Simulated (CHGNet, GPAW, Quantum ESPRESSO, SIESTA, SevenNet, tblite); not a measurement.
# Random packing of S (91 atoms) in GPAW

Wanted: GPAW inputs and outputs for random packing of S (91 atoms), checked against a plane-wave reference.

Main program and level: GPAW 26.7.0; the method is named at each step.

## 1. Starting point

The cell holds 91 atoms: 91 S. Cell: a = 13.938 Å, b = 13.938 Å, c = 13.938 Å, α = 90.0°, β = 90.0°, γ = 90.0°. 91 atoms (91 S) packed at random in a cube at 1.79 g/cm³ and pushed apart as soft spheres; a start for melting by ab initio MD, not an equilibrated structure. Then every atom was moved at random, 0.05 Å r.m.s. a Cartesian component.

The yardstick, on the same geometry:

| Quantity | Value |
| --- | --- |
| method | Kohn-Sham DFT, PBE, SSSP efficiency 1.3.0 pseudopotentials, plane waves (Quantum ESPRESSO 7.5); sssp-pbe-1.3.0-efficiency, cutoffs 45/360 Ry, Γ point |
| r.m.s. force component | 0.9532 eV/Å |
| longest force | 3.225 eV/Å |
| pressure | -9.732 GPa |
| time | 21 min on 4 MPI ranks of Arm Neoverse V1, shared host |
| CPU time | 85 min |

## 2. PBE, LCAO dzp, h 0.2 Å

Method: Kohn-Sham DFT, PBE, PAW, atomic orbitals (dzp).

Input file run.py:

```python
import numpy as np
from ase.io import read
from gpaw import GPAW, FermiDirac

atoms = read("structure.xyz")
atoms.calc = GPAW(
    mode="lcao",
    basis="dzp",
    h=0.2,
    xc="PBE",
    kpts={"size": (1, 1, 1), "gamma": True},
    occupations=FermiDirac(0.05),
    maxiter=200,
    symmetry={"point_group": False},
    txt="gpaw.txt",
)
energy = atoms.get_potential_energy(force_consistent=True)
forces = atoms.get_forces()
print(f"energy {energy:.6f} eV")
print("forces (eV/A)")
for i, (a, f) in enumerate(zip(atoms, forces)):
    print(f"{i:4d} {a.symbol:2s} {f[0]:10.5f} {f[1]:10.5f} {f[2]:10.5f}")
print(f"Fermi level {atoms.calc.get_fermi_level():.4f} eV")
for k in range(len(atoms.calc.get_ibz_k_points())):
    for s in range(atoms.calc.get_number_of_spins()):
        e = atoms.calc.get_eigenvalues(kpt=k, spin=s)
        n = np.searchsorted(e, atoms.calc.get_fermi_level())
        print(f"k {k} spin {s} levels about the Fermi level:", np.round(e[max(n - 6, 0):n], 4).tolist(), "|", np.round(e[n:n + 6], 4).tolist())
```

Input file structure.xyz:

```xyz
91
Lattice="13.93850 0.00000 0.00000 0.00000 13.93850 0.00000 0.00000 0.00000 13.93850" Properties=species:S:1:pos:R:3 pbc="T T T"
S 1.31161 2.08046 6.95406
S 1.83249 7.13665 8.71296
S 13.08853 13.30026 5.19627
S 0.40129 10.16814 2.65863
S 4.16259 1.11675 6.52210
S 4.12998 2.24772 10.30641
S 8.28783 5.23990 4.94190
S 11.97206 3.39570 1.69966
S 10.80875 8.98936 9.85689
S 13.26360 13.29315 12.34700
S 4.65448 11.00807 8.43614
S 7.27645 1.82985 13.92359
S 9.35496 6.52085 7.62283
S 2.42516 7.33555 13.40912
S 6.37756 6.70093 10.08032
S 1.95306 10.60748 8.54402
S 11.80242 7.02542 2.39896
S 4.81505 12.66536 2.57597
S 5.72022 9.21112 11.68506
S 11.57969 10.17483 2.77446
S 11.48811 3.88131 10.16145
S 12.59762 11.05337 10.98521
S 4.49879 6.81188 4.17570
S 13.89752 10.43562 6.50050
S 11.80647 1.21390 12.70940
S 5.16129 2.95817 1.87124
S 5.80957 9.65715 3.95644
S 8.72188 3.11651 11.35695
S 12.15744 6.12723 6.92632
S 9.52557 9.05375 13.00657
S 7.34991 12.89576 0.54876
S 1.91515 12.97047 2.81098
S 8.03819 5.73291 1.64530
S 5.68677 0.34846 12.30142
S 0.39070 0.95200 1.15717
S 0.83408 4.36456 11.21129
S 3.34301 4.08900 5.04852
S 4.03338 7.65335 10.37303
S 9.84490 12.97786 2.65919
S 5.99091 8.84565 8.80049
S 0.12405 7.65056 3.43445
S 13.70754 3.33228 8.74251
S 4.56820 5.07515 8.41147
S 4.05917 9.68182 2.06722
S 10.31825 13.46250 10.34669
S 12.93367 12.98009 2.23574
S 1.16066 9.05626 11.59739
S 13.48592 8.48492 0.71491
S 10.94897 3.33283 5.41385
S 5.08923 7.09971 1.53756
S 2.64887 1.77744 3.93540
S 3.94906 1.43678 0.07778
S 3.49745 10.21316 11.91951
S 10.75885 11.19150 0.34470
S 8.97625 0.82279 5.50961
S 0.27083 1.00929 10.32355
[... 31 atom lines left out ...]
S 1.95181 13.74908 5.47198
S 12.92252 6.57228 9.20986
S 6.97469 12.51301 8.43014
S 12.71080 5.95801 12.00718
```

Run with:

```console
$ OMP_NUM_THREADS=1 python run.py > output.txt
```

Output:

```text
energy -231.508910 eV
forces (eV/A)
   0 S    -0.06838    0.46414    0.60635
   1 S    -0.69902   -0.43722   -0.80921
   2 S     1.06041    0.14673    1.01848
   3 S    -1.58464   -1.39863    0.03914
   4 S    -0.75967   -0.55207   -0.93325
   5 S     0.74751   -0.46688   -0.03508
   6 S     0.89925   -0.32450    0.31251
   7 S    -0.40087   -0.49839    0.35638
   8 S     0.38413    1.21421   -2.81883
   9 S    -0.53186    0.87742   -0.76420
  10 S    -0.28943    0.38591   -0.24693
  11 S     0.02374   -1.10099    0.54236
  12 S     0.99259   -0.22175   -0.98826
  13 S    -0.56893    0.97794   -1.19933
  14 S    -1.55104    0.80791   -1.03671
  15 S     0.99287    1.13349   -0.55529
  16 S     0.25616    0.34230    1.03409
  17 S    -0.02849    0.06715    1.22905
  18 S    -0.97259    0.37322   -0.33047
  19 S     0.48684    0.88266   -1.18070
  20 S     0.28188    0.51644    0.15605
  21 S    -0.00200    0.12115    1.41192
  22 S     1.95679   -0.03008    0.83008
  23 S     1.06572   -1.31721    0.10205
[...]
83 S    -0.31785    0.03268   -0.89576
  84 S     0.77146    0.23229    1.25182
  85 S    -0.42278   -1.35205    0.91712
  86 S     0.52369   -1.24652   -1.43176
  87 S     0.27943    0.86537   -0.81257
  88 S    -0.42801   -0.43520   -1.30730
  89 S    -0.63646    0.06204    0.69395
  90 S     0.65593   -1.54721   -0.97221
Fermi level 1.2950 eV
k 0 spin 0 levels about the Fermi level: [1.1815, 1.2326, 1.2407, 1.2611, 1.2729, 1.2902] | [1.2975, 1.3186, 1.3455, 1.3633, 1.3803, 1.385]
```

gpaw.txt:

```text
Input parameters:
  mode=LCAO(),
  basis={'default': 'dzp'},
  h=0.2,
  kpts=MonkhorstPack(size=(1, 1, 1), gamma=True),
  maxiter=200,
  occupations=Occupations(name='fermi-dirac', width=0.05, fixmagmom=False),
  symmetry=Symmetry(point_group=False),
  xc=XC(name='PBE')
Unit cell  # Å
| periodic |         x |         y |         z |   lengths |    angles |
|----------|-----------|-----------|-----------|-----------|-----------|
|      yes | 13.938500 |  0.000000 |  0.000000 | 13.938500 | 90.000000 |
|      yes |  0.000000 | 13.938500 |  0.000000 | 13.938500 | 90.000000 |
|      yes |  0.000000 |  0.000000 | 13.938500 | 13.938500 | 90.000000 |
Number of symmetries: 1
Symmetry operations  # r_c * U_cc + t_c -> r_c
|   | kind |            matrix            |
|---|------|------------------------------|
| 0 |  E   |  1, 0, 0,  0, 1, 0,  0, 0, 1 |
BZ-sampling:
  Number of BZ points: 1
  Number of IBZ points: 1
  Monkhorst-Pack size: [1, 1, 1]
  Monkhorst-Pack shift: [0, 0, 0]
[... lines left out ...]
  Fermi-Dirac:
[... lines left out ...]
    Stencil: 6*3+1=19 point O(h^6) finite-difference Laplacian
xc functional:
  name: PBE with 2 nearest neighbor stencil
interpolation: tri-quintic # 5. degree polynomial
Initialization done in: 10.931 s
convergence criteria:
- Maximum [total energy] change in last 3 cyles: 0.0005 eV / valence electron
- Maximum integral of absolute [dens]ity change: 0.0001 electrons / valence electron
- Maximum integral of absolute [eigenst]ate change: 4e-08 eV^2 / valence electron
maximum number of iterations: 200
SCF iterations
|iter     |      energy | eigst |  dens |
|---------|-------------|-------|-------|
|iter:   1| -246.108959 |      c|       |
|iter:   2| -240.337332 |      c| -1.01 |
|iter:   3| -248.776264 |      c| -1.10 |
|iter:   4| -239.725696 |      c| -0.99 |
[...]
|iter:   9| -231.395414 |      c| -1.75 |
|iter:  10| -231.151187 |      c| -1.82 |
|iter:  11| -231.160431c|      c| -2.00 |
|iter:  12| -231.250230c|      c| -2.01 |
|iter:  13| -231.151409c|      c| -1.94 |
[...]
|iter:  32| -231.024000c|      c| -3.83 |
|iter:  33| -231.024106c|      c| -3.91 |
|iter:  34| -231.024068c|      c| -4.03c|
Converged in 34 steps
SCF loop duration: 216.314 s (6.362 s/step)
Energy contributions relative to reference atoms: (reference = -988043.410677)
Energy contributions:
  Kinetic:        -252.926318
  Coulomb:         139.827412
  Zero:              4.664564
  External:          0.000000
  Xc:             -122.104884
  Entropy:          -0.969684
  Spinorbit:         0.000000
  ----------------------------
  Free energy:    -231.508910
  Extrapolated:   -231.024068
dipole moment: (13.068849, 9.099875, 34.244033)  # |e|*Ang
Fermi level: 1.295
Eigenvalues  # (at kpt = [0.000, 0.000, 0.000])
| band index |      eig [eV] | occ [0-2] |
|------------|---------------|-----------|
|          0 |       -13.408 |     2.000 |
|        ... |               |           |
|        265 |         1.168 |     1.853 |
|        266 |         1.174 |     1.837 |
[...]
|        280 |         1.396 |     0.235 |
|        ... |               |           |
|        331 |         2.492 |     0.000 |
Gap: 0.007 eV
Transition (v -> c):
  (s=0, k=0, n=272, [0.00, 0.00, 0.00]) -> (s=0, k=0, n=273, [0.00, 0.00, 0.00])
No difference between direct/indirect transitions
Force computation time: 10.036  # s
timing:  # [seconds]
  Total:  237.315  # ━━━━━━━━━━━━━━━━━━━━━━━━━━━━━━━━━━━━━━━━━━━━━━━━━━━━━━━━
  Init:    10.931  # ━━╸
  SCF:    216.314  # ━━━━━━━━━━━━━━━━━━━━━━━━━━━━━━━━━━━━━━━━━━━━━━━━━━━
  Forces:  10.036  # ━━╸
```

It took 4 min on 1 thread of Arm Neoverse V1, shared host; peak memory 1.5 GiB.

Banners, paths, timers and routine set-up lines are dropped from the logs unmarked, and long logs keep their key lines alone; longer cuts are marked.

Compared with the plane-wave run:

```
r.m.s. force component                  : 0.8836 eV/Å
r.m.s. difference of force components   : 104.1 meV/Å
longest difference of force vectors     : 371.7 meV/Å
force difference over r.m.s. force      : 10.92 %
slope of forces against the reference's : 0.9237
correlation of force components         : 0.9964
```

A closer look about S34, which has 1 bonded neighbour where the commonest count for S is 0: 9 atoms, nearest first, numbered in the order of the input, with positions taken from that point.

| atom | x | y | z | distance (Å) | bonds | Fx | Fy | Fz (eV/Å) |
| --- | --- | --- | --- | --- | --- | --- | --- | --- |
| S34 | 0.00 | 0.00 | 0.00 | 0.00 | 1 | -0.60 | 0.17 | 0.15 |
| S65 | 0.15 | -1.71 | -1.59 | 2.34 | 1 | 0.18 | 0.13 | -0.38 |
| S78 | 2.41 | -0.27 | -0.82 | 2.56 | 0 | 0.61 | 0.81 | -2.16 |
| S52 | -1.74 | 1.09 | 1.71 | 2.67 | 0 | 0.68 | 0.75 | 0.49 |
| S12 | 1.59 | 1.48 | 1.62 | 2.71 | 0 | 0.02 | -1.10 | 0.54 |
| S31 | 1.66 | -1.39 | 2.19 | 3.08 | 0 | -0.28 | 1.14 | -0.54 |
| S6 | -1.56 | 1.90 | -2.00 | 3.16 | 0 | 0.75 | -0.47 | -0.04 |
| S72 | 1.51 | 0.96 | -2.82 | 3.34 | 0 | 0.70 | -0.29 | 1.29 |
| S57 | -3.56 | -1.60 | -0.50 | 3.94 | 0 | 0.61 | -0.31 | -1.18 |

Atoms are counted from 1 here, from 0 in the log.

Forces lie 11 % from the reference's, at 0.047 times its CPU time (on 1 against 4 cores).

## 3. PBE, LCAO sz(dzp), h 0.2 Å

Method: Kohn-Sham DFT, PBE, PAW, atomic orbitals (sz(dzp)).

run.py, as its differences from that of step 2:

```diff
@@ -7,3 +7,3 @@
     mode="lcao",
-    basis="dzp",
+    basis="sz(dzp)",
     h=0.2,
```

structure.xyz is that of step 2.

Output:

```text
energy -199.568232 eV
forces (eV/A)
   0 S    -0.01041    0.09498    0.31996
   1 S    -0.69253   -0.16294   -0.54959
   2 S     0.81101    0.04577    0.93475
   3 S    -0.82755   -0.48665    0.33809
   4 S    -0.33641   -0.34783   -0.60624
   5 S     0.74067   -0.37055   -0.16681
   6 S     0.05398    0.19881    0.70407
   7 S     0.12779   -0.19983    0.26166
   8 S     0.31945    0.89392   -1.85423
   9 S     0.11544   -0.25799   -0.61465
  10 S    -0.00301    0.11862   -0.74483
  11 S     0.41863   -0.71381    0.78603
  12 S     0.79439   -0.13153   -0.83941
  13 S    -0.45761    0.74370   -0.98302
  14 S    -0.34028   -0.55818   -0.62382
  15 S     0.30498    0.45355   -0.56448
  16 S    -0.13498    0.17712    1.24408
  17 S    -0.07067    0.00252    0.80441
  18 S     0.34406    0.25736    0.37909
  19 S     0.05583    0.83187   -0.84448
  20 S    -0.18922    0.48494    0.32227
  21 S    -0.28096   -0.07138    0.63909
  22 S     1.05348   -0.18491    0.44693
  23 S     0.65303   -0.91769    0.00414
[...]
83 S    -0.38069    0.00634   -0.84336
  84 S     0.30478    0.21754    0.44983
  85 S    -0.59522   -0.03564    1.06736
  86 S     0.48071   -0.66571   -1.12899
  87 S    -0.03124   -0.01907   -0.17002
  88 S    -0.09341   -0.16849   -0.27307
  89 S    -0.09494    0.12626   -0.10065
  90 S     0.51181   -1.27789   -0.68203
Fermi level 1.5453 eV
k 0 spin 0 levels about the Fermi level: [1.4375, 1.4872, 1.495, 1.5152, 1.526, 1.5386] | [1.5461, 1.5625, 1.5901, 1.6098, 1.6272, 1.6296]
```

gpaw.txt:

```text
Input parameters:
  mode=LCAO(),
  basis={'default': 'sz(dzp)'},
  h=0.2,
  kpts=MonkhorstPack(size=(1, 1, 1), gamma=True),
  maxiter=200,
  occupations=Occupations(name='fermi-dirac', width=0.05, fixmagmom=False),
  symmetry=Symmetry(point_group=False),
  xc=XC(name='PBE')
Unit cell  # Å
| periodic |         x |         y |         z |   lengths |    angles |
[... lines left out ...]
  Fermi-Dirac:
[... lines left out ...]
convergence criteria:
- Maximum [total energy] change in last 3 cyles: 0.0005 eV / valence electron
[... lines left out ...]
Converged in 34 steps
[... lines left out ...]
  Free energy:    -199.568232
  Extrapolated:   -199.064741
dipole moment: (12.837092, 7.851999, 34.362726)  # |e|*Ang
Fermi level: 1.545
Eigenvalues  # (at kpt = [0.000, 0.000, 0.000])
| band index |      eig [eV] | occ [0-2] |
|------------|---------------|-----------|
|          0 |       -13.467 |     2.000 |
|        ... |               |           |
|        265 |         1.419 |     1.852 |
|        266 |         1.433 |     1.807 |
[...]
|        280 |         1.647 |     0.230 |
|        ... |               |           |
|        331 |         2.734 |     0.000 |
Gap: 0.007 eV
Transition (v -> c):
  (s=0, k=0, n=272, [0.00, 0.00, 0.00]) -> (s=0, k=0, n=273, [0.00, 0.00, 0.00])
No difference between direct/indirect transitions
Force computation time: 2.765  # s
timing:  # [seconds]
  Total:  122.128  # ━━━━━━━━━━━━━━━━━━━━━━━━━━━━━━━━━━━━━━━━━━━━━━━━━━━━━━━━
  Init:    10.698  # ━━━━━
  SCF:    108.614  # ━━━━━━━━━━━━━━━━━━━━━━━━━━━━━━━━━━━━━━━━━━━━━━━━━━
  Forces:   2.765  # ━╸
```

Elapsed: 2.1 min, on 1 thread; peak memory 1.3 GiB.

Compared with the plane-wave run:

* r.m.s. force component: 0.6386 eV/Å
* r.m.s. difference of force components: 613.8 meV/Å
* longest difference of force vectors: 2240 meV/Å
* force difference over r.m.s. force: 64.4 %
* slope of forces against the reference's: 0.5171
* correlation of force components: 0.7718

This is a coarse setting, run to see what it loses.

Against the first run (11 %), the force difference from the reference is 64 %, at 0.52 times the CPU time, with 364 basis functions against 1183: the smaller basis costs accuracy.

## 4. LDA, LCAO dzp, h 0.2 Å

Method: Kohn-Sham DFT, LDA, PAW, atomic orbitals (dzp).

run.py, as its differences from that of step 3:

```diff
@@ -7,5 +7,5 @@
     mode="lcao",
-    basis="sz(dzp)",
+    basis="dzp",
     h=0.2,
-    xc="PBE",
+    xc="LDA",
     kpts={"size": (1, 1, 1), "gamma": True},
```

structure.xyz is that of step 3.

Output:

```text
energy -275.345036 eV
forces (eV/A)
   0 S    -0.04003    0.45769    0.58842
   1 S    -0.71654   -0.47275   -0.76452
   2 S     1.20486    0.17227    1.00352
   3 S    -1.68091   -1.41712   -0.02427
   4 S    -0.89205   -0.58711   -1.08019
   5 S     0.77466   -0.57149   -0.04896
   6 S     0.99016   -0.32472    0.34950
   7 S    -0.49110   -0.54189    0.40164
   8 S     0.37887    1.24165   -2.77905
   9 S    -0.44876    0.87484   -0.79580
  10 S    -0.30729    0.41887   -0.13843
  11 S    -0.00746   -1.15605    0.48460
  12 S     1.04187   -0.22282   -1.11215
  13 S    -0.55741    1.06974   -1.23650
  14 S    -1.62929    0.98197   -1.12114
  15 S     1.07020    1.11825   -0.61047
  16 S     0.23687    0.40492    0.94143
  17 S    -0.05374    0.03567    1.28332
  18 S    -1.05518    0.38340   -0.62368
  19 S     0.55691    0.87913   -1.36396
  20 S     0.40645    0.61055    0.25058
  21 S    -0.00045    0.12976    1.50488
  22 S     2.03557    0.00031    0.77716
  23 S     1.16981   -1.29489    0.12347
[...]
83 S    -0.28198    0.10111   -0.88201
  84 S     0.87558    0.20080    1.27574
  85 S    -0.34698   -1.42414    0.96295
  86 S     0.52023   -1.36412   -1.42822
  87 S     0.26036    0.90976   -0.85283
  88 S    -0.40430   -0.54276   -1.26835
  89 S    -0.61127    0.04663    0.76360
  90 S     0.57076   -1.57503   -1.08015
Fermi level 1.0979 eV
k 0 spin 0 levels about the Fermi level: [0.9865, 1.0301, 1.0407, 1.0624, 1.079, 1.0945] | [1.0994, 1.1237, 1.1469, 1.167, 1.1828, 1.1884]
```

gpaw.txt:

```text
Input parameters:
  mode=LCAO(),
  basis={'default': 'dzp'},
  h=0.2,
  kpts=MonkhorstPack(size=(1, 1, 1), gamma=True),
  maxiter=200,
  occupations=Occupations(name='fermi-dirac', width=0.05, fixmagmom=False),
  symmetry=Symmetry(point_group=False),
  xc=XC(name='LDA')
Unit cell  # Å
| periodic |         x |         y |         z |   lengths |    angles |
[... lines left out ...]
  Fermi-Dirac:
[... lines left out ...]
convergence criteria:
- Maximum [total energy] change in last 3 cyles: 0.0005 eV / valence electron
[... lines left out ...]
Converged in 33 steps
[... lines left out ...]
  Free energy:    -275.345036
  Extrapolated:   -274.863253
dipole moment: (13.127008, 9.393612, 34.150486)  # |e|*Ang
Fermi level: 1.098
Eigenvalues  # (at kpt = [0.000, 0.000, 0.000])
| band index |      eig [eV] | occ [0-2] |
|------------|---------------|-----------|
|          0 |       -13.557 |     2.000 |
|        ... |               |           |
|        265 |         0.970 |     1.857 |
|        266 |         0.980 |     1.828 |
[...]
|        280 |         1.200 |     0.229 |
|        ... |               |           |
|        331 |         2.285 |     0.000 |
Gap: 0.005 eV
Transition (v -> c):
  (s=0, k=0, n=272, [0.00, 0.00, 0.00]) -> (s=0, k=0, n=273, [0.00, 0.00, 0.00])
No difference between direct/indirect transitions
Force computation time: 10.911  # s
timing:  # [seconds]
  Total:  195.964  # ━━━━━━━━━━━━━━━━━━━━━━━━━━━━━━━━━━━━━━━━━━━━━━━━━━━━━━━━
  Init:     7.742  # ━━
  SCF:    177.271  # ━━━━━━━━━━━━━━━━━━━━━━━━━━━━━━━━━━━━━━━━━━━━━━━━━━╸
  Forces:  10.911  # ━━━
```

It took 3.3 min on 1 thread; peak memory 1.5 GiB.

Numbers from this run, and their distance from the reference:

```yaml
r_m_s_force_component: 0.9103 eV/Å
r_m_s_difference_of_force_components: 95.38 meV/Å
longest_difference_of_force_vectors: 305.5 meV/Å
force_difference_over_r_m_s_force: 10.01 %
slope_of_forces_against_the_reference_s: 0.951
correlation_of_force_components: 0.9958
```

Against the first run (11 %), the force difference from the reference is 10 %, at 0.83 times the CPU time; the model has changed, so this is no error of the program alone.

(Part 1 of 2 ends here.)

[Also dropped from logs without a mark: logging warnings of Python, and SIESTA's first energy breakdown and zero terms.]

[Logs are printed without paths, hosts, clocks, repeated set-up lines and the standing remarks that a program may print on its own settings, such as how far it seeks lower states.]

[Hosts, paths, dates, database ids (printed as entryN), source tags and the programs' standing remarks are cut or masked in the printed files.]
